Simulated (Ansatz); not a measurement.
## (NaCl)2(LiBr)1 [001] superlattice, started as rocksalt type: from the cell to its phonons

Wanted: vibrations and spectra of (NaCl)2(LiBr)1 [001] superlattice, started as rocksalt type; the cell is already relaxed.

Program: Ansatz 0.2.0. Level of theory: DFT PBEsol, scalar-relativistic, plane waves, PAW. Results are calculated unless marked as measured.

The structure was built from a prototype and need not be the compound's stable phase.

**1. The structure**

It takes space group I4/mmm (No. 139, tetragonal). Conventional cell: a = 3.915 Å, b = 3.915 Å, c = 16.707 Å, α = 90.00°, β = 90.00°, γ = 90.00°. Nearest to Br lie 4 Li at 2.77 Å and 2 Na at 2.85 Å. Nearest to Cl lie 1 Li at 2.71 Å and 5 Na at 2.77 to 2.80 Å. Nearest to Li lie 2 Cl at 2.71 Å and 4 Br at 2.77 Å. Nearest to Na lie 5 Cl at 2.77 to 2.80 Å and 1 Br at 2.85 Å. Farther neighbours and most contacts between anions are not listed.

Structure file:

```cif
data_structure
_symmetry_space_group_name_H-M 'I4/mmm'
_symmetry_Int_Tables_number 139
_cell_length_a 3.9149
_cell_length_b 3.9149
_cell_length_c 16.7069
_cell_angle_alpha 90.000
_cell_angle_beta 90.000
_cell_angle_gamma 90.000
_cell_volume 256.06
loop_
_atom_site_label
_atom_site_type_symbol
_atom_site_symmetry_multiplicity
_atom_site_Wyckoff_symbol
_atom_site_fract_x
_atom_site_fract_y
_atom_site_fract_z
_atom_site_occupancy
Br1 Br 2 b 0.50000 0.50000 0.00000 1
Cl1 Cl 4 e 0.00000 0.00000 0.16216 1
Li1 Li 2 a 0.00000 0.00000 0.00000 1
Na1 Na 4 e 0.00000 0.00000 0.67045 1
```

**2. Linear response at the zone centre**

The cell comes from relaxations at this level that are not shown. The zone centre is the only wavevector solved here; it holds the modes that light can see, as far as symmetry allows. The response to a homogeneous field gives the Born charges and the dielectric tensor, and its change with displacement the Raman tensors.

input.yaml

```yaml
crystal:
  lattice:
    - [2.7682598168, 2.7682598168, 0.0]
    - [-2.7682598168, 2.7682598168, 0.0]
    - [2.7682598168, 0.0, 8.353465944]
  atoms:
    - { symbol: Br, position: [0.1666666667, 0.8333333333, 0.6666666667] }
    - { symbol: Cl, position: [0.5045115803, 0.4954884197, -0.0090231606] }
    - { symbol: Cl, position: [0.8288217531, 0.1711782469, 0.3423564939] }
    - { symbol: Li, position: [0.6666666667, 0.3333333333, 0.6666666667] }
    - { symbol: Na, position: [-0.0037874476, 0.0037874476, 0.0075748951] }
    - { symbol: Na, position: [0.3371207809, 0.6628792191, 0.3257584382] }
kpoints:
  mp_grid: { grid: [8, 8, 8] }
hamiltonian:
  xc: pbesol
scf:
  occupations: { method: fixed }
output:
  eigenvalues: true
phonons:
  method: dfpt
  dielectric: true
  rigid_motions: translations
  raman: true
```

The run is started by

```sh
ansatz run input.yaml --threads 4 --pin off --max-ram 14336MiB --backend cpu --events-out ev --progress --plain --runs-dir out
```

Planned after this: isotope substitution, element Br, natural mass 79.904 amu; isotope substitution, element Cl, natural mass 35.45 amu; isotope substitution, element Li, natural mass 6.94 amu. Settings of the main run: cutoff 420 eV, 8×8×8 k-mesh, fixed occupations.

What does the calculation give for the highest optical mode at the zone centre and top of the zone-centre spectrum with the field?

With one main axis (tetragonal system), two principal values must be equal and the third, along that axis, is free. The structure is stable against zone-centre distortions, since no mode there is imaginary; other wavevectors were not solved, so zone-boundary instabilities are untested. Without the field, the optical modes at Γ span 62 to 193 cm⁻¹.

```
volume per atom                                         : 21.3 Å³
gap on the k-mesh                                       : 4.69 eV
highest optical mode at the zone centre (no LO-TO term) : 193 cm⁻¹
top of the zone-centre spectrum with the field          : 290 cm⁻¹
lowest optical zone-centre mode                         : 62.5 cm⁻¹
mean static dielectric constant                         : 13.1
largest Born charge (third of the trace)                : 1.21 e
imaginary modes at Γ (the only wavevector solved)       : none
```

No dispersion was computed. With the macroscopic field of the longitudinal modes the top of the zone-centre spectrum lies at 290 cm⁻¹, against 193 cm⁻¹ without it. Lattice motion raises the mean dielectric constant from 2.853 to 13.13. The strongest infrared line is at 152 cm⁻¹. Averaged over orientations, the strongest Raman line at 532 nm and 300 K is at 185 cm⁻¹. The starting cell was built on a prototype and not taken from a measurement, so the phase need not exist. These are harmonic frequencies at zero temperature: anharmonic shifts, linewidths and thermal expansion are left out.

[Logs are printed without paths, hosts, clocks, repeated set-up lines and the standing remarks that a program may print on its own settings, such as how far it seeks lower states.]

[Hosts, paths, dates, database ids (printed as entryN), source tags and the programs' standing remarks are cut or masked in the printed files.]
